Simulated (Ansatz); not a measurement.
## Quasi-harmonic thermodynamics of Sr3SnSe (hypothetical, Pm-3m)

How much does Sr3SnSe (hypothetical) expand with temperature? The compound is hypothetical: it was made by swapping elements on a known structure type.

Calculated with Ansatz 0.2.0; DFT PBEsol, scalar-relativistic, plane waves, PAW.

### 1. The structure

It takes space group Pm-3m (No. 221, cubic). The conventional cell has a = 5.196 Å, b = 5.196 Å, c = 5.196 Å, α = 90.00°, β = 90.00°, γ = 90.00°. Nearest to Sr lie 2 Se at 2.60 Å. Sn has 12 Sr at 3.67 Å nearest. Nearest to Se lie 6 Sr at 2.60 Å. Farther neighbours, and contacts between anions beyond the nearest, are not listed.

Structure file:

```cif
data_structure
_symmetry_space_group_name_H-M 'P 1'
_symmetry_Int_Tables_number 1
_cell_length_a 5.1964
_cell_length_b 5.1964
_cell_length_c 5.1964
_cell_angle_alpha 90.000
_cell_angle_beta 90.000
_cell_angle_gamma 90.000
_cell_volume 140.32
loop_
_atom_site_label
_atom_site_type_symbol
_atom_site_fract_x
_atom_site_fract_y
_atom_site_fract_z
_atom_site_occupancy
Sr1 Sr 0.00000 0.50000 0.50000 1
Sr2 Sr 0.50000 0.00000 0.50000 1
Sr3 Sr 0.50000 0.50000 0.00000 1
Sn4 Sn 0.00000 0.00000 0.00000 1
Se5 Se 0.50000 0.50000 0.50000 1
```

### 2. Probe on a coarse mesh

A cheap single point shows whether the cell is a metal or an insulator and how far it is from rest; that sets the k-mesh and the occupations of what follows.

Contents of input.yaml:

```yaml
crystal:
  lattice:
    - [5.19641, 0.0, 0.0]
    - [0.0, 5.19641, 0.0]
    - [0.0, 0.0, 5.19641]
  atoms:
    - { symbol: Sr, position: [0.0, 0.5, 0.5] }
    - { symbol: Sr, position: [0.5, 0.0, 0.5] }
    - { symbol: Sr, position: [0.5, 0.5, 0.0] }
    - { symbol: Sn, position: [0.0, 0.0, 0.0] }
    - { symbol: Se, position: [0.5, 0.5, 0.5] }
kpoints:
  mp_grid: { grid: [4, 4, 4] }
hamiltonian:
  xc: pbesol
scf:
  occupations: { method: gaussian, width: 0.1 }
output:
  forces: true
  stress: true
  eigenvalues: true
```

On the command line:

```bash
> ansatz run input.yaml --threads 4 --pin off --max-ram 16384MiB --backend cpu --events-out ev --progress --plain --runs-dir out
```

What it wrote:

```text
Engine: ansatz 0.2.0, aarch64-unknown-linux-gnu
Pseudopotentials: kind: paw
Pseudopotential: Sr, paw, valence charge 10, recommended cutoff 420 eV (normal), Sr.paw.azcp
Pseudopotential: Sn, paw, valence charge 14, recommended cutoff 420 eV (normal), Sn.paw.azcp
Pseudopotential: Se, paw, valence charge 16, recommended cutoff 420 eV (normal), Se.paw.azcp
Functional definition: PBEsol
  exchange = pbesol_x
  correlation = pbesol_c
Crystal: 5 atoms, lattice volume = 140.317 Å³
Basis set: ecut = 420 eV, 2777 PW (Γ), exchange–correlation on 72×72×72 points (8 copies of the dense FFT grid, shifted against one another)
Bands: 36, of which v1, the nominal top of the filled ones, is band 30 counted from 1 (29 counted from 0)
Symmetry: 48 space group operations
Space group: Pm-3m (ITA 221), of the structure as read, at distance tolerance 5.2e-5 Å
k-points: 10 of 64
Non-local potential: Sr, projectors of the file, l = 0: 3, l = 1: 2, l = 2: 2
Non-local potential: Sn, projectors of the file, l = 0: 2, l = 1: 2, l = 2: 2, l = 3: 2
Non-local potential: Se, projectors of the file, l = 0: 2, l = 1: 2, l = 2: 3, l = 3: 1
PAW form: soft (Blöchl's): semilocal exchange-correlation on the pseudo side does not see the compensation charge
PAW frozen core: Sr, regenerated for the run's functional, and the local potential with it (the file was generated under x = pbe(κ = 0.804, μ = 0.219515), c = pbe(β = 0.066725))
PAW frozen core: Sn, regenerated for the run's functional, and the local potential with it (the file was generated under x = pbe(κ = 0.804, μ = 0.219515), c = pbe(β = 0.066725))
PAW frozen core: Se, regenerated for the run's functional, and the local potential with it (the file was generated under x = pbe(κ = 0.804, μ = 0.219515), c = pbe(β = 0.066725))
PAW one-centre angular grid: Sr, 110 points (default); XC on 64 Gauss nodes
PAW one-centre angular grid: Sn, 590 points (default); XC on 64 Gauss nodes
PAW one-centre angular grid: Se, 590 points (default); XC on 64 Gauss nodes
Initial density: superposition of atomic densities (neutral atoms: chi_scale 0, normalization atom), corrected by the library's trained network
Initial wavefunctions: pseudopotential atomic-orbital guess
Functional: x = pbesol(κ = 0.804, μ = 0.123457), c = pbesol(β = 0.046)
SCF iter   1: F=—  HF=-21853.413266 eV  |F-HF|=—  |Δ(HF+E_count)|=         —  Δρ=3.87e-3  dr2=4.90e-2  ethr=1.77e-3  ⟨swp⟩=9.5  Hψ=1880  notcnv=0
preconditioner: auto → Resta (q_TF=auto, 2.368 Å⁻¹)  ε∞=2.8  [insulator: Δε(μ)=0.146 eV  Ē_g=15.394 eV  σ=0.100 eV  W_gap=0.68  n_scr=26 (ndim 8)  ℏωp=20.8 eV  f_vac=0.000  D(μ)=0.93/eV (n_scr^D=0)  ε∞_Penn≈2.8]
SCF iter   2: F=—  HF=-21853.398309 eV  |F-HF|=—  |Δ(HF+E_count)|=   1.50e-2  Δρ=1.48e-3  dr2=5.71e-3  ethr=8.17e-5  ⟨swp⟩=2.0  Hψ=565  notcnv=0  defer=2
SCF iter   3: F=—  HF=-21853.396545 eV  |F-HF|=—  |Δ(HF+E_count)|=   1.76e-3  Δρ=5.25e-4  dr2=4.26e-4  ethr=9.52e-6  ⟨swp⟩=2.1  Hψ=654  notcnv=0  defer=6
SCF iter   4: F=—  HF=-21853.396480 eV  |F-HF|=—  |Δ(HF+E_count)|=   6.43e-5  Δρ=2.28e-4  dr2=5.09e-5  ethr=7.09e-7  ⟨swp⟩=2.0  Hψ=428  notcnv=0  defer=6
SCF iter   5: F=—  HF=-21853.396479 eV  |F-HF|=—  |Δ(HF+E_count)|=   1.82e-6  Δρ=2.30e-5  dr2=6.52e-7  ethr=8.48e-8  ⟨swp⟩=2.9  Hψ=627  notcnv=0  defer=6
SCF iter   6: F=-21853.396479 eV  HF=-21853.396479 eV  |F-HF|=1.38e-8  |Δ(HF+E_count)|=   1.57e-7  Δρ=5.79e-6  dr2=3.91e-8  ethr=1.67e-10  ⟨swp⟩=11.1  Hψ=1743  notcnv=0
SCF 1 converged in 6 iterations: F = -21853.396479 eV  dr2 = 3.91e-8
  greatest PAW one-centre occupation: 1.000 electrons in one spin orbital (limit 2), on the Se atom at site 4 (counted from 0), in its partial waves of l = 2
SCF converged after 6 iterations
Free energy (F): -21853.396479 eV
Harris-Foulkes:  -21853.396479 eV  (|F-HF|=1.38e-8)
Internal energy: -21853.391997 eV  (E = F + TS)
E sigma→0 (E₀):  -21853.394238 eV
Entropy (-TS):   -0.004482 eV (-0.896 meV/atom)
Fermi energy:    10.016040 eV
--- Per-component energies (eV) ---
  E_band       = -682.886456
  E_kinetic    = 1068.763460
  E_local      = -5800.173032  (includes V_loc(G=0)·N_el)
  E_nonlocal   = -14.197205
  E_hartree    = 2507.662228
  E_xc         = -1007.691044
  E_vxc        = -693.098206  (∫ρ·V_xc dr)
  E_paw        = -13865.590737  (= ΣΔE_a)
  E_vpaw       = -259.498677  (= ΣTr[D̂ρ^β])
  E_aug_tail   = -0.000650  (compensation charges beyond the density's cutoff)
  E_ewald      = -4743.861350
  E_core_change = 1.696332  (= ΣΔE_core)
  E_smearing   = -0.004482  (= −TS)
  E_closure    = 0.000000  (closes the sum)
  Σ components = -21853.396479   (vs F -21853.396479, Δ=0.00e0)
--- Forces (eV/Å), atoms counted from 1 ---
  atom   1  Sr     0.00000000     0.00000000     0.00000000
  atom   2  Sr    -0.00000000    -0.00000000    -0.00000000
  atom   3  Sr    -0.00000000    -0.00000000     0.00000000
  atom   4  Sn    -0.00000000     0.00000000    -0.00000000
  atom   5  Se     0.00000000    -0.00000000     0.00000000
  max |Σ_I F_I| component: 8.68e-30 eV/Å
--- Stress (GPa, compression-positive) ---
       17.170306      -0.000000       0.000000
        0.000000      17.170306       0.000000
        0.000000       0.000000      17.170306
  P = ⅓ Tr σ = 17.1703 GPa (171.703 kbar)
--- Band table (eV; the first three rows and the last of 10) ---
  k-point 0: bands = [... 26 lower, 7.3618, 9.9613, 9.9613, 9.9613, 10.2016, 10.2016, 10.5174, 10.5174, ... 2 higher]
  k-point 1: bands = [... 26 lower, 7.1695, 8.5013, 9.5435, 9.5435, 10.1035, 10.6885, 11.2739, 11.5677, ... 2 higher]
  k-point 2: bands = [... 26 lower, 7.0101, 7.5490, 9.3322, 9.3322, 10.2771, 11.4657, 12.4293, 12.7609, ... 2 higher]
  k-point 9: bands = [... 26 lower, 4.4178, 9.2072, 9.2072, 9.2072, 11.5731, 11.5731, 11.5731, 12.8854, ... 2 higher]
```

The job ended after 1.6 s (4 threads of Arm Neoverse V1, shared host; peak memory 0.45 GiB).

A gap read on the k-mesh alone can miss the band edges.

Read from the output:

* pressure: 17.17 GPa
* volume per atom: 28.06 Å³
* gap on the k-mesh: 0.1422 eV

The start is under 17 GPa at this level and looks like an insulator or semiconductor on this mesh.

### 3. A loose first relaxation

The start is far from rest, so a relaxation with loose thresholds first brings it near the minimum.

input.yaml, as its differences from that of step 2:

```diff
@@ -21 +21,6 @@
   eigenvalues: true
+relax:
+  adjacent_minimum: "off"
+  f_tol: 0.05
+  max_steps: 80
+  cell: { stress_tol: 0.5 }
```

What it wrote:

```text
[...]
Crystal: 5 atoms, lattice volume = 140.317 Å³
Basis set: ecut = 420 eV, 2777 PW (Γ), exchange–correlation on 72×72×72 points (8 copies of the dense FFT grid, shifted against one another)
Bands: 36, of which v1, the nominal top of the filled ones, is band 30 counted from 1 (29 counted from 0)
Symmetry: 48 space group operations
[...]
k-points: 10 of 64
[...]
SCF iter   1: F=—  HF=-21853.413266 eV  |F-HF|=—  |Δ(HF+E_count)|=         —  Δρ=3.87e-3  dr2=4.90e-2  ethr=1.77e-3  ⟨swp⟩=9.5  Hψ=1880  notcnv=0
[...]
SCF iter   6: F=-21853.396479 eV  HF=-21853.396479 eV  |F-HF|=1.38e-8  |Δ(HF+E_count)|=   1.57e-7  Δρ=5.79e-6  dr2=3.91e-8  ethr=1.67e-10  ⟨swp⟩=11.1  Hψ=1743  notcnv=0
SCF 1 converged in 6 iterations: F = -21853.396479 eV  dr2 = 3.91e-8
[...]
relax step   1: F+E_penalty+E_count = -21853.39647873 eV  Δ(F+E_penalty+E_count) = +0.000e0 eV  max|allowed force component| = 2.030e-29 eV/Å  Δτ_max = 0.0000 Å  P = +17.170 GPa  Ω = 140.317 Å³  (6 SCF iters, dr2 threshold 1.00e-7 eV, accepted)
Crystal: 5 atoms, lattice volume = 161.855 Å³
Basis set: ecut = 420 eV, 3119 PW (Γ), exchange–correlation on 72×72×72 points (8 copies of the dense FFT grid, shifted against one another)
[...]
iter 1 solved again at ethr=2.16e-4 eV; its pass at ethr=3.10e-3 eV (dr2=1.30e-1 eV) is discarded
[...]
SCF iter   8: F=-21854.902833 eV  HF=-21854.902833 eV  |F-HF|=4.21e-8  |Δ(HF+E_count)|=   3.40e-7  Δρ=5.10e-6  dr2=4.60e-8  ethr=8.33e-10  ⟨swp⟩=10.7  Hψ=1903  notcnv=0
SCF 2 converged in 8 iterations: F = -21854.902833 eV  dr2 = 4.60e-8
relax step   2: F+E_penalty+E_count = -21854.90283314 eV  Δ(F+E_penalty+E_count) = -1.506e0 eV  max|allowed force component| = 5.818e-30 eV/Å  Δτ_max = 0.0000 Å  P = +6.425 GPa  Ω = 161.855 Å³  energy of the carried Pulay correction = -1.354e-3 eV  (8 SCF iters, dr2 threshold 5.00e-7 eV, accepted)
Crystal: 5 atoms, lattice volume = 178.160 Å³
Basis set: ecut = 420 eV, 3431 PW (Γ), exchange–correlation on 72×72×72 points (8 copies of the dense FFT grid, shifted against one another)
[...]
SCF iter   8: F=-21855.304106 eV  HF=-21855.304106 eV  |F-HF|=5.31e-9  |Δ(HF+E_count)|=   2.84e-7  Δρ=1.68e-6  dr2=9.78e-9  ethr=3.01e-10  ⟨swp⟩=4.9  Hψ=1359  notcnv=0
SCF 3 converged in 8 iterations: F = -21855.304106 eV  dr2 = 9.78e-9
relax step   3: F+E_penalty+E_count = -21855.30410571 eV  Δ(F+E_penalty+E_count) = -4.013e-1 eV  max|allowed force component| = 3.095e-29 eV/Å  Δτ_max = 0.0000 Å  P = +1.842 GPa  Ω = 178.160 Å³  energy of the carried Pulay correction = -2.258e-3 eV  (8 SCF iters, dr2 threshold 5.00e-7 eV, accepted)
[...]
relax step   4: F+E_penalty+E_count = -21855.35425661 eV  Δ(F+E_penalty+E_count) = -5.015e-2 eV  max|allowed force component| = 1.078e-29 eV/Å  Δτ_max = 0.0000 Å  P = +0.381 GPa  Ω = 185.674 Å³  energy of the carried Pulay correction = -2.645e-3 eV  (6 SCF iters, dr2 threshold 5.00e-7 eV, accepted)
Basis set: ecut = 420 eV, 3695 PW (Γ), exchange–correlation on 80×80×80 points (8 copies of the dense FFT grid, shifted against one another)
[...]
SCF iter   5: F=-21855.357540 eV  HF=-21855.357540 eV  |F-HF|=6.95e-10  |Δ(HF+E_count)|=   7.25e-9  Δρ=1.03e-6  dr2=2.43e-9  ethr=8.33e-12  ⟨swp⟩=6.3  Hψ=1348  notcnv=0
SCF 5 converged in 5 iterations: F = -21855.357540 eV  dr2 = 2.43e-9
relax step   5: F+E_penalty+E_count = -21855.35754027 eV  Δ(F+E_penalty+E_count) = -3.284e-3 eV  max|allowed force component| = 2.340e-30 eV/Å  Δτ_max = 0.0000 Å  P = +0.405 GPa  Ω = 185.674 Å³  stress off target by 4.05e-1 GPa  SCF on the basis re-selected at this cell (its energy is not comparable with the rows above)  (5 SCF iters)
basis re-selected at this cell: Δ(F+E_penalty+E_count) = -3.284e-3 eV, ΔP = +0.024 GPa vs the last step (what re-selecting the basis moved, of the pressure what is left beyond the Pulay correction that the steps carried, after the strain that the cell walked since its last selection, with what the two solves' SCF thresholds leave and, on support functions, any second-order correction that the steps lacked; it is no measure of the basis error at this ecutwfc). The dense FFT grid was sized anew with the basis: this SCF ran on 40×40×40 points, the steps before it on 36×36×36, so part of this shift can come from that change (see relax.cell in the input reference). [rest of the remark cut]
SCF converged after 5 iterations
Free energy (F): -21855.357540 eV
[...]
Internal energy: -21855.350047 eV  (E = F + TS)
E sigma→0 (E₀):  -21855.353794 eV
Entropy (-TS):   -0.007494 eV (-1.499 meV/atom)
Fermi energy:    7.423370 eV
[...]
--- Stress (GPa, compression-positive) ---
        0.404943      -0.000000       0.000000
       -0.000000       0.404943       0.000000
        0.000000       0.000000       0.404943
  P = ⅓ Tr σ = 0.4049 GPa (4.049 kbar)
--- Band table (eV; the first three rows and the last of 10) ---
  k-point 0: bands = [... 26 lower, 3.7741, 7.4390, 7.4390, 7.4522, 7.4522, 7.4522, 7.4656, 7.4656, ... 2 higher]
  k-point 1: bands = [... 26 lower, 3.6915, 5.7642, 6.8592, 6.8592, 7.5823, 7.8155, 7.8917, 8.5314, ... 2 higher]
  k-point 2: bands = [... 26 lower, 3.6146, 5.0711, 6.6672, 6.6672, 7.7249, 8.4479, 8.5371, 9.4917, ... 2 higher]
  k-point 9: bands = [... 26 lower, 2.1027, 6.2958, 6.2958, 6.2958, 8.3716, 8.3716, 8.3716, 9.6836, ... 2 higher]
--- Relaxed structure (4 steps of the walk, 4 accepted, 1 SCFs on fresh bases) ---
  F+E_penalty+E_count = -21855.35754027 eV   max|allowed force component| = 2.340e-30 eV/Å   (the final SCF, on the basis selected at the relaxed cell)
  cell:  # Å, volume = 185.6739 Å³
    - [5.704929, 0, 0]
    - [0, 5.704929, 0]
    - [0, 0, 5.704929]
  atoms:
    - { symbol: Sr, position: [0, 0.5, 0.5] }
    - { symbol: Sr, position: [0.5, 0, 0.5] }
    - { symbol: Sr, position: [0.5, 0.5, 0] }
    - { symbol: Sn, position: [0, 0, 0] }
    - { symbol: Se, position: [0.5, 0.5, 0.5] }
```

It took 6.6 s on 4 threads; peak memory 0.53 GiB.

The steps of the relaxation:

```csv
step,energy less that of the first step (eV),largest force component (eV/Å),pressure (GPa),volume (Å³)
1,0.0000,0.0000,17.17,140.32
2,-1.5064,0.0000,6.42,161.86
3,-1.9076,0.0000,1.84,178.16
4,-1.9578,0.0000,0.38,185.67
5*,-1.9611,0.0000,0.40,185.67
```

Relaxation steps marked * repeat the geometry before them on a plane-wave basis chosen anew for their cell, so energy and pressure can jump there.

Forces are held to the 48 operations that the program found; a distortion that breaks them can't arise in this run.

```csv
"conventional cell, symmetrised",before,after,change
a (Å),5.196,5.705,+9.8 %
b (Å),5.196,5.705,+9.8 %
c (Å),5.196,5.705,+9.8 %
volume (Å³/atom),28.06,37.13,+32.3 %
```

Final coordinates:

```cif
data_structure
_symmetry_space_group_name_H-M 'P 1'
_symmetry_Int_Tables_number 1
_cell_length_a 5.7049
_cell_length_b 5.7049
_cell_length_c 5.7049
_cell_angle_alpha 90.000
_cell_angle_beta 90.000
_cell_angle_gamma 90.000
_cell_volume 185.67
loop_
_atom_site_label
_atom_site_type_symbol
_atom_site_fract_x
_atom_site_fract_y
_atom_site_fract_z
_atom_site_occupancy
Sr1 Sr 0.00000 0.50000 0.50000 1
Sr2 Sr 0.50000 0.00000 0.50000 1
Sr3 Sr 0.50000 0.50000 0.00000 1
Sn4 Sn 0.00000 0.00000 0.00000 1
Se5 Se 0.50000 0.50000 0.50000 1
```

Numbers from this step:

```
pressure          : 0.4049 GPa
volume per atom   : 37.13 Å³
gap on the k-mesh : 0 eV
```

The relaxation ends with a pressure of 0.40 GPa.

### 4. Relaxation

Phonons are second derivatives about a minimum, so cell and atoms are relaxed first, inside the symmetry of the start.

input.yaml, the sections that differ from step 3:

```yaml
crystal:
  lattice:
    - [5.7049292408, 0.0, 0.0]
    - [0.0, 5.7049292408, 0.0]
    - [0.0, 0.0, 5.7049292408]
  atoms:
    - { symbol: Sr, position: [0.0, 0.5, 0.5] }
    - { symbol: Sr, position: [0.5, 0.0, 0.5] }
    - { symbol: Sr, position: [0.5, 0.5, 0.0] }
    - { symbol: Sn, position: [0.0, 0.0, 0.0] }
    - { symbol: Se, position: [0.5, 0.5, 0.5] }
kpoints:
  mp_grid: { grid: [6, 6, 6] }
relax:
  adjacent_minimum: "off"
  f_tol: 0.005
  max_steps: 80
  cell: { stress_tol: 0.05 }
# hamiltonian, scf, output: as in step 3
```

What it wrote:

```text
[...]
Crystal: 5 atoms, lattice volume = 185.674 Å³
Basis set: ecut = 420 eV, 3695 PW (Γ), exchange–correlation on 80×80×80 points (8 copies of the dense FFT grid, shifted against one another)
Bands: 36, of which v1, the nominal top of the filled ones, is band 30 counted from 1 (29 counted from 0)
Symmetry: 48 space group operations
[...]
k-points: 20 of 216
[...]
--- Relaxed structure (3 steps of the walk, 3 accepted, 1 SCFs on fresh bases) ---
[...]
cell:  # Å, volume = 188.2252 Å³
    - [5.730941, 0, 0]
    - [0, 5.730941, 0.0]
    - [0, 0.0, 5.730941]
  atoms:
    - { symbol: Sr, position: [0, 0.5, 0.5] }
    - { symbol: Sr, position: [0.5, 0, 0.5] }
    - { symbol: Sr, position: [0.5, 0.5, 0] }
    - { symbol: Sn, position: [0, 0, 0] }
    - { symbol: Se, position: [0.5, 0.5, 0.5] }
[key lines of the parts left out:]
SCF converged after 6 iterations
Free energy (F): -21855.389309 eV
Fermi energy:    7.291247 eV
P = ⅓ Tr σ = 0.0021 GPa (0.021 kbar)
```

Run time: 12 s. Hardware: 4 threads; peak memory 0.59 GiB; 44 s of CPU time.

Relaxation path:

```csv
step,energy less that of the first step (eV),largest force component (eV/Å),pressure (GPa),volume (Å³)
1,0.0000,0.0000,0.43,185.67
2,-0.0032,0.0000,0.08,187.74
3,-0.0033,0.0000,0.00,188.23
4*,-0.0034,0.0000,0.00,188.23
```

Relaxation steps marked * repeat the geometry before them on a plane-wave basis chosen anew for their cell, so energy and pressure can jump there.

The run keeps the 48 symmetry operations that the program found, so distortions that break them were not tested.

```csv
"conventional cell, symmetrised",before,after,change
a (Å),5.705,5.731,+0.5 %
b (Å),5.705,5.731,+0.5 %
c (Å),5.705,5.731,+0.5 %
volume (Å³/atom),37.13,37.65,+1.4 %
```

The relaxed structure:

```xyz
5
Lattice="5.7309 0.0000 0.0000 0.0000 5.7309 0.0000 0.0000 0.0000 5.7309" Properties=species:S:1:pos:R:3 pbc="T T T"
Sr    0.0000    2.8655    2.8655
Sr    2.8655    0.0000    2.8655
Sr    2.8655    2.8655    0.0000
Sn    0.0000    0.0000    0.0000
Se    2.8655    2.8655    2.8655
```

Numbers from this step:

```yaml
pressure: 0.002085 GPa
volume_per_atom: 37.65 Å³
```

The relaxation ends with a pressure of 0.00 GPa.

### 5. Tight relaxation

The thresholds are tightened for a last relaxation ahead of the phonons.

Contents of input.yaml:

```yaml
crystal:
  lattice:
    - [5.7309409905, 0.0, 0.0]
    - [0.0, 5.7309409905, 0.0]
    - [0.0, 0.0, 5.7309409905]
  atoms:
    - { symbol: Sr, position: [0.0, 0.5, 0.5] }
    - { symbol: Sr, position: [0.5, 0.0, 0.5] }
    - { symbol: Sr, position: [0.5, 0.5, 0.0] }
    - { symbol: Sn, position: [0.0, 0.0, 0.0] }
    - { symbol: Se, position: [0.5, 0.5, 0.5] }
kpoints:
  mp_grid: { grid: [6, 6, 6] }
hamiltonian:
  xc: pbesol
scf:
  occupations: { method: methfessel_paxton, width: 0.2 }
output:
  forces: true
  stress: true
  eigenvalues: true
relax:
  adjacent_minimum: "off"
  f_tol: 0.001
  max_steps: 60
  cell: { stress_tol: 0.01 }
```

What it wrote:

```text
[...]
Crystal: 5 atoms, lattice volume = 188.225 Å³
Basis set: ecut = 420 eV, 3743 PW (Γ), exchange–correlation on 80×80×80 points (8 copies of the dense FFT grid, shifted against one another)
Bands: 36, of which v1, the nominal top of the filled ones, is band 30 counted from 1 (29 counted from 0)
Symmetry: 48 space group operations
[...]
k-points: 20 of 216
[...]
--- Relaxed structure (1 steps of the walk, 1 accepted, 1 SCFs on fresh bases) ---
[...]
cell:  # Å, volume = 188.2252 Å³
    - [5.7309409905, 0.0, 0.0]
    - [0.0, 5.7309409905, 0.0]
    - [0.0, 0.0, 5.7309409905]
  atoms:
    - { symbol: Sr, position: [0.0, 0.5, 0.5] }
    - { symbol: Sr, position: [0.5, 0.0, 0.5] }
    - { symbol: Sr, position: [0.5, 0.5, 0.0] }
    - { symbol: Sn, position: [0.0, 0.0, 0.0] }
    - { symbol: Se, position: [0.5, 0.5, 0.5] }
[key lines of the parts left out:]
SCF converged after 7 iterations
Free energy (F): -21855.387361 eV
Fermi energy:    7.309042 eV
P = ⅓ Tr σ = 0.0005 GPa (0.005 kbar)
```

Wall time 7.2 s (4 threads); peak memory 0.59 GiB; 27 s of CPU time.

Little changed from the start: no atom moved by 0.005 Å and no cell edge by 0.1 %.

Numbers from this step:

```yaml
pressure: 4.62e-4 GPa
```

The residual pressure is 4.6e-4 GPa, small enough for phonons.

(Part 1 of 2 ends here.)

[Long decimals in the printed logs are rounded to 6 places.]

[Logs are printed without paths, hosts, clocks, repeated set-up lines and the standing remarks that a program may print on its own settings, such as how far it seeks lower states.]

[Hosts, paths, dates, database ids (printed as entryN), source tags and the programs' standing remarks are cut or masked in the printed files.]

[Where the starting crystal was built by hand or by swapping elements, it need not be the compound's stable phase.]

[A step with changed settings may run another functional than the one named; its input shows which.]

[Pressures of single members of a volume series are the stress at the run's cutoff; with an incomplete basis they can lie off −dE/dV of the same runs, and they are not shown converged.]
